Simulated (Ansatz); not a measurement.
# linear P chain: period, moment and channels by functional, part 2 of 3

How many channels does the linear P chain carry, and how sure is the answer?

Ansatz 0.2.0; DFT PBE, plane waves, PAW; relaxation of a chain's period (the session's first sound run).

So far. Step 2 (The relaxed wire, level PBE, cutoff 420 eV): The cell's length comes to 2.100 Å with no moment.

## (3) Bands of the perfect wire, level PBE, k-mesh 1×1×39

This step: DFT PBE, plane waves, PAW; channels and complex bands of a perfect chain (Ansatz 0.2.0).

At the relaxed period the Bloch states of the perfect chain are found at each energy: those that move forward count the open channels, and those that decay describe how a disturbance dies away inside the wire itself. An energy step of 0.035 eV is under the 0.039 eV that the program asks for its thermal average at 300 K.

The input, input.yaml:

```yaml
crystal:
  lattice:
    - [7.5, 0.0, 0.0]
    - [0.0, 7.5, 0.0]
    - [0.0, 0.0, 2.0999602218]
  atoms:
    - { symbol: P, position: [0.5, 0.5, 0.0] }
kpoints:
  mp_grid: { grid: [1, 1, 39] }
  band_path: { path: ["Γ", Z], npoints: 60 }
scf:
  occupations: { method: fermi_dirac, width: 0.05 }
hamiltonian:
  xc: pbe
output:
  transmission:
    e_range: [-2, 2]
    de: 0.035
    kmesh: [1, 1]
    reduced_basis: true
    leads: [[0, 0]]
  dos: { projected: true, e_range: [-6, 4] }
  write_potential: true
  write_density: true
  volumetric_format: npy
  elf: true
```

On the command line:

```sh
$ ansatz run input.yaml --threads 4 --pin off --max-ram 8192MiB --backend cpu --events-out ev --progress --plain --runs-dir out
```

Numbers of over 12 decimals in the logs are rounded to 6 here.

Output:

```text
[...]
Crystal: 1 atoms, lattice volume = 118.123 Å³
Basis set: ecut = 420 eV, 2335 PW (Γ)
Bands: 7, of which v1, the nominal top of the filled ones, is band 3 counted from 1 (2 counted from 0)
Symmetry: 16 space group operations
[...]
k-points: 20 of 39
[...]
SCF iter   1: F=—  HF=-754.508641 eV  |F-HF|=—  |Δ(HF+E_count)|=         —  Δρ=1.72e-3  dr2=3.59e-3  ethr=1.77e-3  ⟨swp⟩=6.5  Hψ=1444  notcnv=0
[...]
SCF iter   6: F=-754.515926 eV  HF=-754.515926 eV  |F-HF|=1.71e-11  |Δ(HF+E_count)|=   3.45e-9  Δρ=1.19e-7  dr2=2.09e-11  ethr=7.05e-11  ⟨swp⟩=3.0  Hψ=649  notcnv=0
SCF 1 converged in 6 iterations: F = -754.515926 eV  dr2 = 2.09e-11
[...]
NSCF: frozen V_eff on 61 k-points
transmission: 3 of 18 steps passed
transmission: 6 of 18 steps passed
[...]
transmission: 18 of 18 steps passed
WARN: The output density's exchange-correlation potential varies sharply where the density is thin. Do not read a vacuum level from v_tot or v_xc, or from such a field of the output density. On a cell that repeats whose density bears no net charge and no dipole along the vacuum's axis use v_es (v_loc + v_h of the components); under efield.dipole_correction with no amplitude use v_es + v_field, which holds any externa [...]
SCF converged after 6 iterations
Free energy (F): -754.515926 eV
[...]
Internal energy: -754.511865 eV  (E = F + TS)
E sigma→0 (E₀):  -754.513895 eV
Entropy (-TS):   -0.004062 eV (-4.062 meV/atom)
Fermi energy:    -3.447735 eV
[...]
--- Band table (eV; the first three rows and the last of 20) ---
[...]
--- Transmission ---
  basis      : 497 plane waves across, 3 finite elements along
  points     : 1, standing for a mesh of 1 x 1
  filling    : by the input's occupations and mesh, since the crystals that have channels conduct as metals do. If one of these is a semiconductor, that mesh has misplaced its level
  energies   : 115 from -2.000000 to 1.990000 eV about the Fermi level, 0.035000 eV apart; the leads are filled to 0.000000 eV, and channels, transmission and decay are at -0.005000 eV
  crystal 0  : P1, at the sites [0, 0], period 2.1000 Å: whole cells are its period
    offset         : up to 0.0000 Å between an atom of the period and one for which it stands
    filled         : 31.3 meV over the level at which it is neutral
    channels       : 3.000000e0 a spin
    conductance    : 4.1323e14 S/m² at 300 K; may be off by some 0.0 % by where its bands' edges are placed, 0.0 % from the distance to neutral
```

The job ended after 5.9 s (4 threads of Arm Neoverse V2, shared host; peak memory 0.39 GiB; 18 s of CPU time).

Reading the cycles: dr2 is the Hartree energy of the density residual (eV), the measure of convergence; HF is the Harris–Foulkes estimate of the energy, which meets the free energy F at convergence.

This step gave:

```
energy at zero smearing                                  : -754.5139 eV
channels at the energy nearest the Fermi level, one spin : 3
conductance of the lead as this run defines it           : 3.000 G₀
band gap                                                 : 0 eV
```

The open channels of the lead, one spin stays at 3 for energy from -2 to 1.99 eV.

The slowest values at each energy, most degenerate partners merged, listed up to 1.5 1/Å. The Im kz of the slowest decaying states by energy, zero at the Fermi level:

| energy (eV) | decay 1 (Å⁻¹) | decay 2 (Å⁻¹) | decay 3 (Å⁻¹) | decay 4 (Å⁻¹) |
| --- | --- | --- | --- | --- |
| -2.0000 | 1.24 | 1.40 | 1.49 | - |
| -1.7550 | 1.22 | 1.38 | 1.47 | - |
| -1.5100 | 1.19 | 1.36 | 1.45 | - |
| -1.2650 | 1.16 | 1.33 | 1.43 | 1.49 |
| -0.9850 | 1.13 | 1.30 | 1.40 | 1.47 |
| -0.7400 | 1.10 | 1.28 | 1.38 | 1.45 |
| -0.4950 | 1.07 | 1.25 | 1.35 | 1.42 |
| -0.2500 | 1.04 | 1.23 | 1.33 | 1.40 |
| -0.0050 | 1.01 | 1.20 | 1.31 | 1.38 |
| 0.2400 | 0.976 | 1.17 | 1.28 | 1.35 |
| 0.4850 | 0.942 | 1.15 | 1.26 | 1.33 |
| 0.7650 | 0.902 | 1.11 | 1.23 | 1.30 |
| 1.0100 | 0.865 | 1.08 | 1.20 | 1.28 |
| 1.2550 | 0.826 | 1.05 | 1.17 | 1.25 |
| 1.5000 | 0.786 | 1.02 | 1.14 | 1.22 |
| 1.7450 | 0.743 | 0.991 | 1.11 | 1.20 |

Electronic bands along the path, in eV, zero at the Fermi level:

| point | band 1 | band 2 | band 3 | band 4 | band 5 | band 6 | band 7 |
| --- | --- | --- | --- | --- | --- | --- | --- |
| Γ | -12.75 | -2.74 | -2.74 | 3.76 | 5.46 | 6.41 | 7.11 |
| halfway | -10.80 | -0.86 | -0.86 | 3.49 | 6.32 | 7.57 | 8.49 |
| Z | -5.94 | -4.10 | 3.47 | 3.47 | 6.86 | 6.86 | 12.17 |

The electronic bands as a text plot (rows in eV, shown from -8.0 to 7.1 only):

```
    6.8 |     ***********  *******    *****                   ***
    6.2 |*****       *******  ********
    5.5 |************
    4.9 |
    4.3 |         ******************
    3.6 |*********                  *                          **
    3.0 |                            **                   *****
    2.4 |                              **             ****
    1.8 |                                ***       ***
    1.1 |                                   **  ***
    0.5 |                                   ****
   -0.1 |                               ****    **
   -0.8 |                           ****          *
   -1.4 |                     ******               ***
   -2.0 |             ********                        **
   -2.6 |*************                                  **
   -3.3 |                                                 ***
   -3.9 |                                                    ****
   -4.5 |
   -5.2 |
   -5.8 |                                                      **
   -6.4 |                                                  ****
   -7.1 |                                               ***
   -7.7 |                                            ***
         Γ                                                      Z
```

Electrostatic potential energy in the ca plane at fractional y = 0.500, with atoms of P within 0.2 Å of it. With pseudopotentials it is smooth inside the atoms' cores, unlike the true potential.

Ten even steps from '_' (-68 eV) to '@' (2 eV), each cell a mean:
```
@@@@@@@@@@@@@@@@@@@@@@
@@@@@@@@@@@@@@@@@@@@@@
@@@@@@@@@@@@@@@@@@@@@@
@@@@@@@@@@@@@@@@@@@@@@
@@@@@@@@@@@@@@@@@@@@@@
@@@@@@@@@@@@@@@@@@@@@@
@@@@@@@@@@@@@@@@@@@@@@
@@@@@@@@@@@@@@@@@@@@@@
%%%%%%@@@@@@@@@@@@%%%%
====**##%%%%%%%%##**==
____..==**%%%%**==..__
______::++####++::____
______--**####**--____
::::==**##%%%%##**==::
####%%%%@@@@@@@@%%%%##
@@@@@@@@@@@@@@@@@@@@@@
@@@@@@@@@@@@@@@@@@@@@@
@@@@@@@@@@@@@@@@@@@@@@
@@@@@@@@@@@@@@@@@@@@@@
@@@@@@@@@@@@@@@@@@@@@@
@@@@@@@@@@@@@@@@@@@@@@
@@@@@@@@@@@@@@@@@@@@@@
@@@@@@@@@@@@@@@@@@@@@@
@@@@@@@@@@@@@@@@@@@@@@
```
Columns run along c (2.1 Å; values clipped at the 3rd and 97th percentile), rows up along a (7.5 Å). Atoms in or near the plane, at fractional coordinates: P at (0.00, 0.50).

ELF in the ca plane at fractional y = 0.500, with atoms of P within 0.2 Å of it. It is the smooth field of the valence electrons, not physical close to the nuclei.

Ten even steps from '_' (0.00) to '@' (0.87), each cell a mean:
```
______________________
______________________
______________________
______________________
........________......
====--::........::--==
****++==--::::--==++**
@@%%%%**++====++**%%%%
@@@@@@%%##****##%%@@@@
%%@@@@@@%%####%%@@@@@@
..::==%%%%%%%%%%%%==::
____..**%%%%%%%%**..__
____--##%%%%%%%%##--__
****%%%%%%####%%%%%%**
@@@@@@%%##****##%%@@@@
@@@@%%##**++++**##%%@@
####**++==----==++**##
++====--::....::--====
::::::....____....::::
______________________
______________________
______________________
______________________
______________________
```
Columns run along c (2.1 Å), rows up along a (7.5 Å). Atoms in or near the plane, at fractional coordinates: P at (0.00, 0.50).

Valence density in the ca plane at fractional y = 0.500, with atoms of P within 0.2 Å of it. It is the smooth field of the valence electrons, not physical close to the nuclei.

Values in e/Å³, 24 rows by 11 columns, each cell a mean:
```
0.00 0.00 0.00 0.00 0.00 0.00 0.00 0.00 0.00 0.00 0.00
0.00 0.00 0.00 0.00 0.00 0.00 0.00 0.00 0.00 0.00 0.00
0.00 0.00 0.00 0.00 0.00 0.00 0.00 0.00 0.00 0.00 0.00
0.00 0.00 0.00 0.00 0.00 0.00 0.00 0.00 0.00 0.00 0.00
0.01 0.01 0.01 0.01 0.01 0.01 0.01 0.01 0.01 0.01 0.01
0.02 0.02 0.02 0.02 0.02 0.02 0.02 0.02 0.02 0.02 0.02
0.06 0.05 0.05 0.05 0.04 0.04 0.04 0.04 0.05 0.05 0.05
0.16 0.16 0.14 0.12 0.11 0.10 0.10 0.11 0.12 0.14 0.16
0.39 0.38 0.34 0.28 0.24 0.21 0.21 0.24 0.28 0.34 0.38
0.63 0.63 0.61 0.55 0.46 0.41 0.41 0.46 0.55 0.61 0.63
0.35 0.42 0.59 0.72 0.71 0.65 0.65 0.71 0.72 0.59 0.42
0.06 0.13 0.40 0.72 0.82 0.78 0.78 0.82 0.72 0.40 0.13
0.22 0.29 0.52 0.73 0.76 0.71 0.71 0.76 0.73 0.52 0.29
0.58 0.61 0.65 0.64 0.57 0.50 0.50 0.57 0.64 0.65 0.61
0.51 0.49 0.44 0.37 0.31 0.28 0.28 0.31 0.37 0.44 0.49
0.23 0.22 0.20 0.17 0.14 0.13 0.13 0.14 0.17 0.20 0.22
0.09 0.08 0.08 0.07 0.06 0.06 0.06 0.06 0.07 0.08 0.08
0.03 0.03 0.03 0.02 0.02 0.02 0.02 0.02 0.02 0.03 0.03
0.01 0.01 0.01 0.01 0.01 0.01 0.01 0.01 0.01 0.01 0.01
0.00 0.00 0.00 0.00 0.00 0.00 0.00 0.00 0.00 0.00 0.00
0.00 0.00 0.00 0.00 0.00 0.00 0.00 0.00 0.00 0.00 0.00
0.00 0.00 0.00 0.00 0.00 0.00 0.00 0.00 0.00 0.00 0.00
0.00 0.00 0.00 0.00 0.00 0.00 0.00 0.00 0.00 0.00 0.00
0.00 0.00 0.00 0.00 0.00 0.00 0.00 0.00 0.00 0.00 0.00
```
Columns run along c (2.1 Å), rows up along a (7.5 Å). Atoms in or near the plane, at fractional coordinates: P at (0.00, 0.50).

By hand: the program gives 4.1323 × 10^14 S/m² over the cell's cross-section of 56.25 Å² = 5.625 × 10^-19 m², so one cell conducts 2.324 × 10^-4 S. Divided by G0 = 2e²/h = 7.748 × 10^-5 S this is 3.00 G0, a resistance of 4.30 kΩ.

At the computed energy nearest the Fermi level there are 3 channels a spin, and the thermal average gives 3.00 G₀.

## (4) Relaxation of atoms and period

This step: DFT RPBE, plane waves, PAW; relaxation of a chain's period (Ansatz 0.2.0).

The relaxation is repeated under another functional. RPBE strengthens the exchange enhancement and tends to longer, weaker bonds than PBE.

The input, input.yaml:

```yaml
crystal:
  lattice:
    - [7.5, 0.0, 0.0]
    - [0.0, 7.5, 0.0]
    - [0.0, 0.0, 1.9902]
  atoms:
    - { symbol: P, position: [0.5, 0.5, 0.0], spin: 0.3 }
magnetization:
  spin_polarized: true
kpoints:
  mp_grid: { grid: [1, 1, 41] }
scf:
  occupations: { method: fermi_dirac, width: 0.05 }
hamiltonian:
  xc: rpbe
relax:
  cell: { fix: [a, b, alpha, beta, gamma] }
  max_steps: 60
```

Output:

```text
[...]
Crystal: 1 atoms, lattice volume = 111.949 Å³
Basis set: ecut = 420 eV, 2199 PW (Γ), exchange–correlation on 108×108×30 points (8 copies of the dense FFT grid, shifted against one another)
Bands: 7, of which v1, the nominal top of the filled ones, is band 3 counted from 1 (2 counted from 0)
Symmetry: 16 space group operations
[...]
0.092201       0.000000       0.000000
        0.000000       0.092201       0.000000
        0.000000       0.000000       0.007485
  P = ⅓ Tr σ = 0.0640 GPa (0.640 kbar)
--- Relaxed structure (4 steps of the walk, 4 accepted, 1 SCFs on fresh bases) ---
[...]
cell:  # Å, volume = 118.5843 Å³
    - [7.5, 0.0, 0.0]
    - [0.0, 7.5, 0.0]
    - [0.0, 0.0, 2.108166]
  atoms:
    - { symbol: P, position: [0.5, 0.5, 0.0] }
[key lines of the parts left out:]
SCF converged after 5 iterations
Magnetization: 0.0000 μB (2.5000 up, 2.5000 down)
Free energy (F): -757.908539 eV
Fermi energy:    -3.500857 eV
```

It took 4 s on 4 threads; peak memory 0.34 GiB.

Step by step:

| step | energy less that of the first step (eV) | largest force component (eV/Å) | pressure (GPa) | volume (Å³) |
| --- | --- | --- | --- | --- |
| 1 | 0.0000 | 0.0000 | 2.24 | 111.95 |
| 2 | -0.1294 | 0.0000 | 0.70 | 116.72 |
| 3 | -0.1402 | 0.0000 | 0.02 | 118.70 |
| 4 | -0.1402 | 0.0000 | 0.06 | 118.58 |
| 5* | -0.1406 | 0.0000 | 0.06 | 118.58 |

Relaxation steps marked * repeat the geometry before them on a plane-wave basis chosen anew for their cell, so energy and pressure can jump there.

| cell as run | before | after | change |
| --- | --- | --- | --- |
| c (Å) | 1.990 | 2.108 | +5.9 % |

Final coordinates:

```cif
data_structure
_symmetry_space_group_name_H-M 'P 1'
_symmetry_Int_Tables_number 1
_cell_length_a 7.5000
_cell_length_b 7.5000
_cell_length_c 2.1082
_cell_angle_alpha 90.000
_cell_angle_beta 90.000
_cell_angle_gamma 90.000
_cell_volume 118.58
loop_
_atom_site_label
_atom_site_type_symbol
_atom_site_fract_x
_atom_site_fract_y
_atom_site_fract_z
_atom_site_occupancy
P1 P 0.50000 0.50000 0.00000 1
```

The cell's length comes to 2.108 Å, +0.4 % against the first run, with no moment.

The cell grew by 5.9 % in its periodic edges.

## (5) Bands of the perfect wire, level RPBE, k-mesh 1×1×38

This step: DFT RPBE, plane waves, PAW; channels and complex bands of a perfect chain (Ansatz 0.2.0).

The channels are counted again under RPBE, at the period that it gave.

The input, input.yaml:

```yaml
crystal:
  lattice:
    - [7.5, 0.0, 0.0]
    - [0.0, 7.5, 0.0]
    - [0.0, 0.0, 2.1081660351]
  atoms:
    - { symbol: P, position: [0.5, 0.5, 0.0] }
kpoints:
  mp_grid: { grid: [1, 1, 38] }
  band_path: { path: ["Γ", Z], npoints: 60 }
scf:
  occupations: { method: fermi_dirac, width: 0.05 }
hamiltonian:
  xc: rpbe
output:
  transmission:
    e_range: [-2, 2]
    de: 0.035
    kmesh: [1, 1]
    reduced_basis: true
    leads: [[0, 0]]
  dos: { projected: true, e_range: [-6, 4] }
```

Output:

```text
[...]
Crystal: 1 atoms, lattice volume = 118.584 Å³
Basis set: ecut = 420 eV, 2335 PW (Γ)
Bands: 7, of which v1, the nominal top of the filled ones, is band 3 counted from 1 (2 counted from 0)
Symmetry: 16 space group operations
[...]
k-points: 20 of 38
[...]
Fermi energy:    -3.438264 eV
[...]
--- Band table (eV; the first three rows and the last of 20) ---
[...]
--- Transmission ---
  basis      : 497 plane waves across, 3 finite elements along
  points     : 1, standing for a mesh of 1 x 1
[...]
crystal 0  : P1, at the sites [0, 0], period 2.1082 Å: whole cells are its period
[...]
filled         : 39.1 meV over the level at which it is neutral
    channels       : 3.000000e0 a spin
[...]
[key lines of the parts left out:]
SCF converged after 6 iterations
Free energy (F): -757.909431 eV
```

Wall time 5.8 s (4 threads); peak memory 0.38 GiB.

At the computed energy nearest the Fermi level there are 3 channels a spin, and the thermal average gives 3.00 G₀.

## (6) Relaxation of atoms and period

This step: DFT PBEsol, plane waves, PAW; relaxation of a chain's period (Ansatz 0.2.0).

The relaxation is repeated under another functional. PBEsol weakens PBE's gradient terms and usually lands between LDA and PBE.

The input, input.yaml:

```yaml
crystal:
  lattice:
    - [7.5, 0.0, 0.0]
    - [0.0, 7.5, 0.0]
    - [0.0, 0.0, 1.9902]
  atoms:
    - { symbol: P, position: [0.5, 0.5, 0.0], spin: 0.3 }
magnetization:
  spin_polarized: true
kpoints:
  mp_grid: { grid: [1, 1, 41] }
scf:
  occupations: { method: fermi_dirac, width: 0.05 }
hamiltonian:
  xc: pbesol
relax:
  cell: { fix: [a, b, alpha, beta, gamma] }
  max_steps: 60
```

Output:

```text
[...]
Crystal: 1 atoms, lattice volume = 111.949 Å³
Basis set: ecut = 420 eV, 2199 PW (Γ), exchange–correlation on 108×108×30 points (8 copies of the dense FFT grid, shifted against one another)
Bands: 7, of which v1, the nominal top of the filled ones, is band 3 counted from 1 (2 counted from 0)
Symmetry: 16 space group operations
[...]
0.085262       0.000000       0.000000
        0.000000       0.085262       0.000000
        0.000000       0.000000       0.006589
  P = ⅓ Tr σ = 0.0590 GPa (0.590 kbar)
--- Relaxed structure (4 steps of the walk, 4 accepted, 1 SCFs on fresh bases) ---
[...]
cell:  # Å, volume = 117.6189 Å³
    - [7.5, 0.0, 0.0]
    - [0.0, 7.5, 0.0]
    - [0.0, 0.0, 2.091002]
  atoms:
    - { symbol: P, position: [0.5, 0.5, 0.0] }
[key lines of the parts left out:]
SCF converged after 5 iterations
Magnetization: 0.0000 μB (2.5000 up, 2.5000 down)
Free energy (F): -738.711992 eV
Fermi energy:    -3.561448 eV
```

Wall time 3.6 s (4 threads); peak memory 0.33 GiB; 13 s of CPU time.

Step by step:

| step | energy less that of the first step (eV) | largest force component (eV/Å) | pressure (GPa) | volume (Å³) |
| --- | --- | --- | --- | --- |
| 1 | 0.0000 | 0.0000 | 1.89 | 111.95 |
| 2 | -0.0929 | 0.0000 | 0.64 | 115.96 |
| 3 | -0.1016 | 0.0000 | -0.02 | 117.83 |
| 4 | -0.1018 | 0.0000 | 0.05 | 117.62 |
| 5* | -0.1022 | 0.0000 | 0.06 | 117.62 |

Relaxation steps marked * repeat the geometry before them on a plane-wave basis chosen anew for their cell, so energy and pressure can jump there.

| cell as run | before | after | change |
| --- | --- | --- | --- |
| c (Å) | 1.990 | 2.091 | +5.1 % |

Final coordinates:

```xyz
1
Lattice="7.5000 0.0000 0.0000 0.0000 7.5000 0.0000 0.0000 0.0000 2.0910" Properties=species:S:1:pos:R:3
P     3.7500    3.7500    0.0000
```

The cell's length comes to 2.091 Å, -0.4 % against the first run, with no moment.

The cell grew by 5.1 % in its periodic edges.

## (7) Bands of the perfect wire, level PBEsol, k-mesh 1×1×39

This step: DFT PBEsol, plane waves, PAW; channels and complex bands of a perfect chain (Ansatz 0.2.0).

The channels are counted again under PBEsol, at the period that it gave.

The input, input.yaml:

```yaml
crystal:
  lattice:
    - [7.5, 0.0, 0.0]
    - [0.0, 7.5, 0.0]
    - [0.0, 0.0, 2.0910019696]
  atoms:
    - { symbol: P, position: [0.5, 0.5, 0.0] }
kpoints:
  mp_grid: { grid: [1, 1, 39] }
  band_path: { path: ["Γ", Z], npoints: 60 }
scf:
  occupations: { method: fermi_dirac, width: 0.05 }
hamiltonian:
  xc: pbesol
output:
  transmission:
    e_range: [-2, 2]
    de: 0.035
    kmesh: [1, 1]
    reduced_basis: true
    leads: [[0, 0]]
  dos: { projected: true, e_range: [-6, 4] }
```

Output:

```text
[...]
Crystal: 1 atoms, lattice volume = 117.619 Å³
Basis set: ecut = 420 eV, 2319 PW (Γ)
Bands: 7, of which v1, the nominal top of the filled ones, is band 3 counted from 1 (2 counted from 0)
Symmetry: 16 space group operations
[...]
k-points: 20 of 39
[...]
Fermi energy:    -3.459520 eV
[...]
--- Band table (eV; the first three rows and the last of 20) ---
[...]
--- Transmission ---
  basis      : 497 plane waves across, 3 finite elements along
  points     : 1, standing for a mesh of 1 x 1
[...]
crystal 0  : P1, at the sites [0, 0], period 2.0910 Å: whole cells are its period
[...]
filled         : 18.7 meV over the level at which it is neutral
    channels       : 3.000000e0 a spin
[...]
[key lines of the parts left out:]
SCF converged after 6 iterations
Free energy (F): -738.708703 eV
```

The job ended after 5.5 s (4 threads; peak memory 0.39 GiB; 18 s of CPU time).

The open channels of the lead, one spin stays at 3 for energy from -2 to 1.99 eV.

At the computed energy nearest the Fermi level there are 3 channels a spin, and the thermal average gives 3.00 G₀.

(Continued in part 3 of 3.)

[Logs are printed without paths, hosts, clocks, repeated set-up lines and the standing remarks that a program may print on its own settings, such as how far it seeks lower states.]

[Hosts, paths, dates, database ids (printed as entryN), source tags and the programs' standing remarks are cut or masked in the printed files.]
